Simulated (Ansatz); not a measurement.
## RbAlTl2H6: complex band structure

Aim: relax a made-up compound, RbAlTl2H6, and see how good a tunnel barrier it would be. It is built by putting Tl for K, Rb for Na in the K2NaAlH6 structure of space group Fm-3m, with the volume rescaled by atomic radii. The parent structure comes from the Materials Project.

Calculated with Ansatz 0.2.0; r2SCAN DFT, plane waves, PAW files, in the first sound run; inputs show where later runs differ.

The structure was built from a prototype and need not be the compound's stable phase.

### 1. The starting structure

It takes space group Fm-3m (No. 225, cubic). Conventional cell: a = 7.650 Å, b = 7.650 Å, c = 7.650 Å, α = 90.00°, β = 90.00°, γ = 90.00°. Nearest to Tl lie 12 H at 2.71 Å. Nearest to Rb lie 6 H at 2.15 Å. Nearest to Al lie 6 H at 1.68 Å. Nearest to H lie 1 Al at 1.68 Å and 1 Rb at 2.15 Å. It derives from K2NaAlH6. Tl for K, Rb for Na in the K2NaAlH6 structure of space group Fm-3m. Farther neighbours are not listed.

As a file:

```cif
data_structure
_symmetry_space_group_name_H-M 'Fm-3m'
_symmetry_Int_Tables_number 225
_cell_length_a 7.6503
_cell_length_b 7.6503
_cell_length_c 7.6503
_cell_angle_alpha 90.000
_cell_angle_beta 90.000
_cell_angle_gamma 90.000
_cell_volume 447.75
loop_
_atom_site_label
_atom_site_type_symbol
_atom_site_symmetry_multiplicity
_atom_site_Wyckoff_symbol
_atom_site_fract_x
_atom_site_fract_y
_atom_site_fract_z
_atom_site_occupancy
Tl1 Tl 8 c 0.25000 0.75000 0.75000 1
Rb1 Rb 4 b 0.50000 0.00000 0.00000 1
Al1 Al 4 a 0.00000 0.00000 0.00000 1
H1 H 24 e 0.50000 0.71953 0.00000 1
```

### 2. Cell and atoms at rest

The substituted atoms don't fit the parent's cell, so cell and atoms relax together. A small smearing keeps the run stable in case the gap closes on the way.

Contents of input.yaml:

```yaml
crystal:
  lattice:
    - [0.0, 3.8251400822, 3.8251400822]
    - [3.8251400822, 0.0, 3.8251400822]
    - [3.8251400822, 3.8251400822, 0.0]
  atoms:
    - { symbol: Tl, position: [0.25, 0.25, 0.25] }
    - { symbol: Tl, position: [0.75, 0.75, 0.75] }
    - { symbol: Rb, position: [0.5, 0.5, 0.5] }
    - { symbol: Al, position: [0.0, 0.0, 0.0] }
    - { symbol: H, position: [0.21952502, 0.78047498, 0.21952502] }
    - { symbol: H, position: [0.21952502, 0.78047498, 0.78047498] }
    - { symbol: H, position: [0.78047498, 0.21952502, 0.78047498] }
    - { symbol: H, position: [0.78047498, 0.21952502, 0.21952502] }
    - { symbol: H, position: [0.78047498, 0.78047498, 0.21952502] }
    - { symbol: H, position: [0.21952502, 0.21952502, 0.78047498] }
kpoints:
  mp_grid: { grid: [6, 6, 6] }
scf:
  occupations: { method: gaussian, width: 0.03 }
hamiltonian:
  xc: r2scan
output:
  forces: true
  stress: true
relax:
  f_tol: 0.02
  max_steps: 60
  cell: {}
```

Launch:

```console
> ansatz run input.yaml --threads 2 --pin off --max-ram 4096MiB --backend cpu --events-out ev --progress --plain --runs-dir out
```

Numbers of over 12 decimals in the logs are rounded to 6 here.

Log:

```text
Engine: ansatz 0.2.0, x86_64-unknown-linux-gnu
Pseudopotentials: kind: paw
Pseudopotential: Tl, paw, valence charge 13, recommended cutoff 500 eV (meta_gga), Tl.paw.azcp
Pseudopotential: Rb, paw, valence charge 9, recommended cutoff 500 eV (meta_gga), Rb.paw.azcp
Pseudopotential: Al, paw, valence charge 3, recommended cutoff 500 eV (meta_gga), Al.paw.azcp
Pseudopotential: H, paw, valence charge 1, recommended cutoff 500 eV (meta_gga), H.paw.azcp
Functional definition: r2SCAN
  parameter k0 = 0.174
  parameter k1 = 0.065
  parameter a1 = 4.9479
  exchange = r2scan_x(k0 = k0, k1 = k1, a1 = a1)
  correlation = r2scan_c
Crystal: 10 atoms, lattice volume = 111.937 Å³
Basis set: ecut = 500 eV, 2741 PW (Γ), exchange–correlation on 160×160×160 points (64 copies of the dense FFT grid, shifted against one another)
Bands: 32, of which v1, the nominal top of the filled ones, is band 22 counted from 1 (21 counted from 0)
Symmetry: 48 space group operations
Space group: Fm-3m (ITA 225), of the structure as read, at distance tolerance 4.8e-5 Å
k-points: 16 of 216
Non-local potential: Tl, projectors of the file, l = 0: 2, l = 1: 2, l = 2: 2, l = 3: 1
Non-local potential: Rb, projectors of the file, l = 0: 3, l = 1: 2, l = 2: 2
Non-local potential: Al, projectors of the file, l = 0: 2, l = 1: 2, l = 2: 1
Non-local potential: H, projectors of the file, l = 0: 2, l = 1: 1
PAW form: soft (Blöchl's): semilocal exchange-correlation on the pseudo side does not see the compensation charge
PAW frozen core: Tl, regenerated for the run's functional (the file was generated under x = pbe(κ = 0.804, μ = 0.219515), c = pbe(β = 0.066725))
PAW frozen core: Rb, regenerated for the run's functional (the file was generated under x = pbe(κ = 0.804, μ = 0.219515), c = pbe(β = 0.066725))
PAW frozen core: Al, regenerated for the run's functional (the file was generated under x = pbe(κ = 0.804, μ = 0.219515), c = pbe(β = 0.066725))
PAW one-centre angular grid: Tl, 590 points (default); XC on 160 Gauss nodes
PAW one-centre angular grid: Rb, 302 points (default); XC on 160 Gauss nodes
PAW one-centre angular grid: Al, 302 points (default); XC on 160 Gauss nodes
PAW one-centre angular grid: H, 302 points (default); XC on 160 Gauss nodes
Initial density: superposition of atomic densities (neutral atoms: chi_scale 0, normalization atom), corrected by the library's trained network
Initial wavefunctions: pseudopotential atomic-orbital guess
Functional: x = r2scan, c = r2scan; τ floored in thin density (d = 2e-4 eV/Å³)
SCF iter   1: F=—  HF=-26827.765871 eV  |F-HF|=—  |Δ(HF+E_count)|=         —  Δρ=1.12e-2  dr2=1.61e-1  dr2_τ=5.37e-2  ethr=1.77e-3  ⟨swp⟩=8.2  Hψ=2860  notcnv=0  defer=8
preconditioner: auto → Resta (q_TF=auto, 2.335 Å⁻¹)  ε∞=3.5  [insulator: Δε(μ)=0.500 eV  Ē_g=14.467 eV  σ=0.030 eV  W_gap=1.00  n_scr=26 (ndim 8)  ℏωp=22.7 eV  f_vac=0.000  D(μ)=0.00/eV (n_scr^D=0)  ε∞_Penn≈3.5]
SCF iter   2: F=—  HF=-26827.860031 eV  |F-HF|=—  |Δ(HF+E_count)|=   9.42e-2  Δρ=6.83e-3  dr2=6.32e-2  dr2_τ=1.03e-3  ethr=3.66e-4  ⟨swp⟩=2.6  Hψ=889  notcnv=0  defer=65
SCF iter   3: F=—  HF=-26827.844463 eV  |F-HF|=—  |Δ(HF+E_count)|=   1.56e-2  Δρ=1.97e-3  dr2=2.62e-3  dr2_τ=6.00e-4  ethr=1.44e-4  ⟨swp⟩=3.0  Hψ=730  notcnv=0  defer=17
automatic band count: iteration 3 solves 29 bands in place of 32: the levels show a gap, and the empty bands left out lie too high to hold charge; the band table lists the bands solved (type scf.n_extra_bands for more)
SCF iter   4: F=—  HF=-26827.845132 eV  |F-HF|=—  |Δ(HF+E_count)|=   6.69e-4  Δρ=7.49e-4  dr2=3.45e-4  dr2_τ=1.94e-5  ethr=5.96e-6  ⟨swp⟩=2.1  Hψ=632  notcnv=0  defer=17
SCF iter   5: F=—  HF=-26827.845303 eV  |F-HF|=—  |Δ(HF+E_count)|=   1.71e-4  Δρ=1.23e-4  dr2=1.62e-5  dr2_τ=1.25e-6  ethr=7.84e-7  ⟨swp⟩=2.3  Hψ=667  notcnv=0  defer=17
SCF iter   6: F=—  HF=-26827.845307 eV  |F-HF|=—  |Δ(HF+E_count)|=   3.95e-6  Δρ=3.59e-5  dr2=1.12e-6  dr2_τ=6.08e-8  ethr=3.69e-8  ⟨swp⟩=2.1  Hψ=563  notcnv=0  defer=17
SCF iter   7: F=-26827.845307 eV  HF=-26827.845307 eV  |F-HF|=2.07e-9  |Δ(HF+E_count)|=   4.61e-8  Δρ=3.35e-6  dr2=1.08e-8  dr2_τ=8.66e-10  ethr=2.27e-10  ⟨swp⟩=3.4  Hψ=1813  notcnv=0
SCF 1 converged in 7 iterations: F = -26827.845307 eV  dr2 = 1.08e-8
  greatest PAW one-centre occupation: 0.977 electrons in one spin orbital (limit 2), on the Rb atom at site 2 (counted from 0), in its partial waves of l = 0
relax step   1: F+E_penalty+E_count = -26827.84530667 eV  Δ(F+E_penalty+E_count) = +0.000e0 eV  max|allowed force component| = 8.204e-1 eV/Å  Δτ_max = 0.0000 Å  P = +20.269 GPa  Ω = 111.937 Å³  (7 SCF iters, dr2 threshold 1.00e-7 eV, accepted)
Crystal: 10 atoms, lattice volume = 129.198 Å³
Basis set: ecut = 500 eV, 3287 PW (Γ), exchange–correlation on 160×160×160 points (64 copies of the dense FFT grid, shifted against one another)
Initial density: handed on by an earlier stage of this run
Initial wavefunctions: those handed on with the density
iter 1 solved again at ethr=4.53e-4 eV; its pass at ethr=3.10e-3 eV (dr2=1.99e-1 eV) is discarded
SCF iter   1: F=—  HF=-26828.732383 eV  |F-HF|=—  |Δ(HF+E_count)|=         —  Δρ=1.29e-2  dr2=2.00e-1  dr2_τ=3.87e-1  ethr=4.53e-4  ⟨swp⟩=1.0  Hψ=2611  notcnv=0
automatic band count: iteration 1 solves 28 bands in place of 32: the levels show a gap, and the empty bands left out lie too high to hold charge; the band table lists the bands solved (type scf.n_extra_bands for more)
preconditioner: auto → Resta (q_TF=auto, 2.280 Å⁻¹)  ε∞=4.0  [insulator: Δε(μ)=0.944 eV  Ē_g=12.238 eV  σ=0.030 eV  W_gap=1.00  n_scr=26 (ndim 8)  ℏωp=21.2 eV  f_vac=0.000  D(μ)=0.00/eV (n_scr^D=0)  ε∞_Penn≈4.0]
SCF iter   2: F=—  HF=-26829.591299 eV  |F-HF|=—  |Δ(HF+E_count)|=   8.59e-1  Δρ=6.92e-3  dr2=6.38e-2  dr2_τ=2.22e-3  ethr=4.53e-4  ⟨swp⟩=2.9  Hψ=943  notcnv=0
SCF iter   3: F=—  HF=-26829.574937 eV  |F-HF|=—  |Δ(HF+E_count)|=   1.64e-2  Δρ=1.50e-3  dr2=2.35e-3  dr2_τ=1.11e-3  ethr=1.45e-4  ⟨swp⟩=2.5  Hψ=721  notcnv=0  defer=14
SCF iter   4: F=—  HF=-26829.575248 eV  |F-HF|=—  |Δ(HF+E_count)|=   3.11e-4  Δρ=6.67e-4  dr2=3.21e-4  dr2_τ=2.50e-5  ethr=5.35e-6  ⟨swp⟩=2.4  Hψ=800  notcnv=0  defer=14
SCF iter   5: F=—  HF=-26829.575374 eV  |F-HF|=—  |Δ(HF+E_count)|=   1.26e-4  Δρ=5.30e-5  dr2=6.86e-6  dr2_τ=9.91e-7  ethr=7.31e-7  ⟨swp⟩=2.3  Hψ=632  notcnv=0  defer=14
SCF iter   6: F=-26829.575375 eV  HF=-26829.575375 eV  |F-HF|=8.04e-8  |Δ(HF+E_count)|=   8.55e-7  Δρ=2.44e-5  dr2=7.81e-7  dr2_τ=6.12e-8  ethr=2.27e-9  ⟨swp⟩=5.0  Hψ=1689  notcnv=0
SCF 2 converged in 6 iterations: F = -26829.575375 eV  dr2 = 7.81e-7
[...]
preconditioner: auto → Resta (q_TF=auto, 2.232 Å⁻¹)  ε∞=3.8  [insulator: Δε(μ)=1.154 eV  Ē_g=11.926 eV  σ=0.030 eV  W_gap=1.00  n_scr=26 (ndim 8)  ℏωp=19.9 eV  f_vac=0.000  D(μ)=0.00/eV (n_scr^D=0)  ε∞_Penn≈3.8]
SCF iter   2: F=—  HF=-26830.246319 eV  |F-HF|=—  |Δ(HF+E_count)|=   7.13e-1  Δρ=5.11e-3  dr2=4.85e-2  dr2_τ=1.61e-3  ethr=3.66e-4  ⟨swp⟩=3.0  Hψ=986  notcnv=0
SCF iter   3: F=—  HF=-26830.232818 eV  |F-HF|=—  |Δ(HF+E_count)|=   1.35e-2  Δρ=1.11e-3  dr2=1.50e-3  dr2_τ=8.11e-4  ethr=1.10e-4  ⟨swp⟩=2.5  Hψ=686  notcnv=0  defer=10
SCF iter   4: F=—  HF=-26830.233071 eV  |F-HF|=—  |Δ(HF+E_count)|=   2.53e-4  Δρ=4.87e-4  dr2=2.25e-4  dr2_τ=1.38e-5  ethr=3.40e-6  ⟨swp⟩=2.2  Hψ=818  notcnv=0  defer=10
SCF iter   5: F=—  HF=-26830.233181 eV  |F-HF|=—  |Δ(HF+E_count)|=   1.11e-4  Δρ=4.88e-5  dr2=7.93e-6  dr2_τ=8.62e-7  ethr=5.11e-7  ⟨swp⟩=2.0  Hψ=553  notcnv=0  defer=10
SCF iter   6: F=-26830.233182 eV  HF=-26830.233182 eV  |F-HF|=3.27e-8  |Δ(HF+E_count)|=   7.98e-7  Δρ=2.08e-5  dr2=6.98e-7  dr2_τ=3.98e-8  ethr=2.27e-9  ⟨swp⟩=5.0  Hψ=1697  notcnv=0
SCF 3 converged in 6 iterations: F = -26830.233182 eV  dr2 = 6.98e-7
  greatest PAW one-centre occupation: 0.975 electrons in one spin orbital (limit 2), on the Rb atom at site 2 (counted from 0), in its partial waves of l = 0
relax step   3: F+E_penalty+E_count = -26830.23318206 eV  Δ(F+E_penalty+E_count) = -6.578e-1 eV  max|allowed force component| = 3.135e-2 eV/Å  Δτ_max = 0.0355 Å  P = +3.063 GPa  Ω = 146.875 Å³  energy of the carried Pulay correction = -5.303e-3 eV  (6 SCF iters, dr2 threshold 1.00e-6 eV, accepted)
[...]
relax step   4: F+E_penalty+E_count = -26830.34243617 eV  Δ(F+E_penalty+E_count) = -1.093e-1 eV  max|allowed force component| = 2.460e-2 eV/Å  Δτ_max = 0.0109 Å  P = +0.674 GPa  Ω = 156.691 Å³  energy of the carried Pulay correction = -6.548e-3 eV  (6 SCF iters, dr2 threshold 1.00e-6 eV, accepted)
[...]
relax step   5: F+E_penalty+E_count = -26830.34897432 eV  Δ(F+E_penalty+E_count) = -6.538e-3 eV  max|allowed force component| = 6.461e-2 eV/Å  Δτ_max = 0.0152 Å  P = +0.001 GPa  Ω = 161.171 Å³  energy of the carried Pulay correction = -7.088e-3 eV  (5 SCF iters, dr2 threshold 1.00e-6 eV, accepted)
[...]
relax step   6: F+E_penalty+E_count = -26830.35053271 eV  Δ(F+E_penalty+E_count) = -1.558e-3 eV  max|allowed force component| = 2.368e-3 eV/Å  Δτ_max = 0.0070 Å  P = -0.015 GPa  Ω = 160.586 Å³  energy of the carried Pulay correction = -7.018e-3 eV  (4 SCF iters, dr2 threshold 2.61e-7 eV, accepted)
[...]
relax step   7: F+E_penalty+E_count = -26830.37504775 eV  Δ(F+E_penalty+E_count) = -2.452e-2 eV  max|allowed force component| = 1.758e-3 eV/Å  Δτ_max = 0.0000 Å  P = +0.113 GPa  Ω = 160.586 Å³  stress off target by 1.13e-1 GPa  SCF on the basis re-selected at this cell (its energy is not comparable with the rows above)  (6 SCF iters)
[...]
relax step   8: F+E_penalty+E_count = -26830.37520061 eV  Δ(F+E_penalty+E_count) = -1.529e-4 eV  max|allowed force component| = 4.542e-4 eV/Å  Δτ_max = 0.0012 Å  P = +0.008 GPa  Ω = 161.225 Å³  energy of the carried Pulay correction = -9.247e-5 eV  (5 SCF iters, dr2 threshold 3.18e-8 eV, accepted)
iter 1 solved again at ethr=1.16e-7 eV; its pass at ethr=3.10e-3 eV (dr2=5.08e-5 eV) is discarded
SCF iter   1: F=—  HF=-26830.375330 eV  |F-HF|=—  |Δ(HF+E_count)|=         —  Δρ=3.33e-5  dr2=4.02e-8  dr2_τ=1.21e-8  ethr=1.16e-7  ⟨swp⟩=3.6  Hψ=4322  notcnv=0
preconditioner: auto → Resta (q_TF=auto, 2.197 Å⁻¹)  ε∞=3.0  [insulator: Δε(μ)=1.419 eV  Ē_g=13.412 eV  σ=0.030 eV  W_gap=1.00  n_scr=26 (ndim 8)  ℏωp=19.0 eV  f_vac=0.000  D(μ)=0.00/eV (n_scr^D=0)  ε∞_Penn≈3.0]
SCF iter   2: F=—  HF=-26830.375281 eV  |F-HF|=—  |Δ(HF+E_count)|=   4.91e-5  Δρ=1.68e-5  dr2=1.07e-8  dr2_τ=1.57e-7  ethr=9.14e-11  ⟨swp⟩=3.0  Hψ=998  notcnv=0
SCF iter   3: F=—  HF=-26830.375283 eV  |F-HF|=—  |Δ(HF+E_count)|=   1.95e-6  Δρ=5.07e-7  dr2=2.43e-10  dr2_τ=6.18e-11  ethr=2.43e-11  ⟨swp⟩=2.0  Hψ=864  notcnv=0
SCF iter   4: F=-26830.375283 eV  HF=-26830.375283 eV  |F-HF|=2.18e-11  |Δ(HF+E_count)|=  8.59e-10  Δρ=1.93e-7  dr2=4.56e-11  dr2_τ=7.21e-12  ethr=1.00e-12  ⟨swp⟩=4.9  Hψ=1670  notcnv=0
SCF 9 converged in 4 iterations: F = -26830.375283 eV  dr2 = 4.56e-11
relax step   9: F+E_penalty+E_count = -26830.37528303 eV  Δ(F+E_penalty+E_count) = -8.242e-5 eV  max|allowed force component| = 4.539e-4 eV/Å  Δτ_max = 0.0000 Å  P = +0.008 GPa  Ω = 161.225 Å³  stress off target by 7.95e-3 GPa  SCF on the basis re-selected at this cell (its energy is not comparable with the rows above)  (4 SCF iters)
basis re-selected at this cell: Δ(F+E_penalty+E_count) = -8.242e-5 eV, ΔP = -0.000 GPa vs the last step (what re-selecting the basis moved, of the pressure what is left beyond the Pulay correction that the steps carried, after the strain that the cell walked since its last selection, with what the two solves' SCF thresholds leave and, on support functions, any second-order correction that the steps lacked; it is no m [...]
SCF converged after 4 iterations
Free energy (F): -26830.375283 eV
Harris-Foulkes:  -26830.375283 eV  (|F-HF|=2.18e-11)
Internal energy: -26830.375283 eV  (E = F + TS)
E sigma→0 (E₀):  -26830.375283 eV
Fermi energy:    4.549857 eV
--- Per-component energies (eV) ---
  E_band       = -212.406439
  E_kinetic    = 965.527231
  E_local      = -2827.523506  (includes V_loc(G=0)·N_el)
  E_nonlocal   = 826.334044
  E_hartree    = 978.050578
  E_xc         = -655.028095
  E_vxc        = -572.759308  (∫ρ·V_xc dr)
  E_paw        = -23490.052136  (= ΣΔE_a)
  E_vpaw       = -596.880369  (= ΣTr[D̂ρ^β])
  E_aug_tail   = -0.002536  (compensation charges beyond the density's cutoff)
  E_vtau       = 36.796929  (kinetic-family band-sum trace: ∫τ·v_τ [+ j·A + Jᵃ·Aᵃ] dr)
  E_ewald      = -2629.553350
  E_core_change = 1.872487  (= ΣΔE_core)
  E_smearing   = -0.000000  (= −TS)
  E_closure    = 0.000000  (closes the sum)
  Σ components = -26830.375283   (vs F -26830.375283, Δ=0.00e0)
--- Forces (eV/Å), atoms counted from 1 ---
  atom   1  Tl    -0.00000000    -0.00000000    -0.00000000
  atom   2  Tl     0.00000000     0.00000000     0.00000000
  atom   3  Rb    -0.00000000    -0.00000000    -0.00000000
  atom   4  Al    -0.00000000     0.00000000     0.00000000
  atom   5  H      0.00000000     0.00045391     0.00000000
  atom   6  H     -0.00045391    -0.00000000    -0.00000000
  atom   7  H     -0.00000000    -0.00045391    -0.00000000
  atom   8  H      0.00045391     0.00000000     0.00000000
  atom   9  H     -0.00000000    -0.00000000    -0.00045391
  atom  10  H     -0.00000000     0.00000000     0.00045391
  max |Σ_I F_I| component: 2.06e-17 eV/Å
--- Stress (GPa, compression-positive) ---
        0.007951      -0.000000      -0.000000
       -0.000000       0.007951      -0.000000
       -0.000000      -0.000000       0.007951
  P = ⅓ Tr σ = 0.0080 GPa (0.080 kbar)
--- Relaxed structure (7 steps of the walk, 7 accepted, 2 SCFs on fresh bases) ---
  F+E_penalty+E_count = -26830.37528303 eV   max|allowed force component| = 4.539e-4 eV/Å   (the final SCF, on the basis selected at the relaxed cell)
  cell:  # Å, volume = 161.2249 Å³
    - [0, 4.319837, 4.319837]
    - [4.319837, 0, 4.319837]
    - [4.319837, 4.319837, 0]
  atoms:
    - { symbol: Tl, position: [0.25, 0.25, 0.25] }
    - { symbol: Tl, position: [0.75, 0.75, 0.75] }
    - { symbol: Rb, position: [0.5, 0.5, 0.5] }
    - { symbol: Al, position: [-1.2471411389965489e-19, 0, 1.0203882046335417e-19] }
    - { symbol: H, position: [0.202474, 0.797526, 0.202474] }
    - { symbol: H, position: [0.202474, 0.797526, 0.797526] }
    - { symbol: H, position: [0.797526, 0.202474, 0.797526] }
    - { symbol: H, position: [0.797526, 0.202474, 0.202474] }
    - { symbol: H, position: [0.797526, 0.797526, 0.202474] }
    - { symbol: H, position: [0.202474, 0.202474, 0.797526] }
```

Run time: 16 s. Hardware: 2 threads of AMD EPYC 9R45, shared host; peak memory 0.93 GiB.

Step by step:

| step | energy less that of the first step (eV) | largest force component (eV/Å) | pressure (GPa) | volume (Å³) |
| --- | --- | --- | --- | --- |
| 1 | 0.0000 | 0.8204 | 20.27 | 111.94 |
| 2 | -1.7301 | 0.0707 | 9.48 | 129.20 |
| 3 | -2.3879 | 0.0313 | 3.06 | 146.88 |
| 4 | -2.4971 | 0.0246 | 0.67 | 156.69 |
| 5 | -2.5037 | 0.0646 | 0.00 | 161.17 |
| 6 | -2.5052 | 0.0024 | -0.01 | 160.59 |
| 7* | -2.5297 | 0.0018 | 0.11 | 160.59 |
| 8 | -2.5299 | 0.0005 | 0.01 | 161.22 |
| 9* | -2.5300 | 0.0005 | 0.01 | 161.22 |

Relaxation steps marked * repeat the geometry before them on a plane-wave basis chosen anew for their cell, so energy and pressure can jump there.

Forces are held to the 48 operations that the run works with; a distortion that breaks them can't arise in this run.

| cell as run | before | after | change |
| --- | --- | --- | --- |
| a (Å) | 5.410 | 6.109 | +12.9 % |
| b (Å) | 5.410 | 6.109 | +12.9 % |
| c (Å) | 5.410 | 6.109 | +12.9 % |
| volume (Å³/atom) | 11.19 | 16.12 | +44.0 % |

The atoms that moved most (Å, as changes of fractional coordinates times the final cell):

| atom | dx | dy | dz | length |
| --- | --- | --- | --- | --- |
| H8 | -0.147 | 0.000 | 0.000 | 0.147 |
| H7 | 0.000 | 0.147 | 0.000 | 0.147 |
| H6 | 0.147 | 0.000 | 0.000 | 0.147 |
| H5 | 0.000 | -0.147 | 0.000 | 0.147 |
| H9 | 0.000 | 0.000 | 0.147 | 0.147 |
| H10 | 0.000 | 0.000 | -0.147 | 0.147 |

This step gave:

```yaml
free_energy: -26830.3753 eV
fermi_energy: 4.550 eV
pressure: 0.007951 GPa
```

The largest force component on a free atom ends at 4.5e-4 eV/Å.

[end of part 1 of 4]

[Logs are printed without paths, hosts, clocks, repeated set-up lines and the standing remarks that a program may print on its own settings, such as how far it seeks lower states.]

[Hosts, paths, dates, database ids (printed as entryN), source tags and the programs' standing remarks are cut or masked in the printed files.]
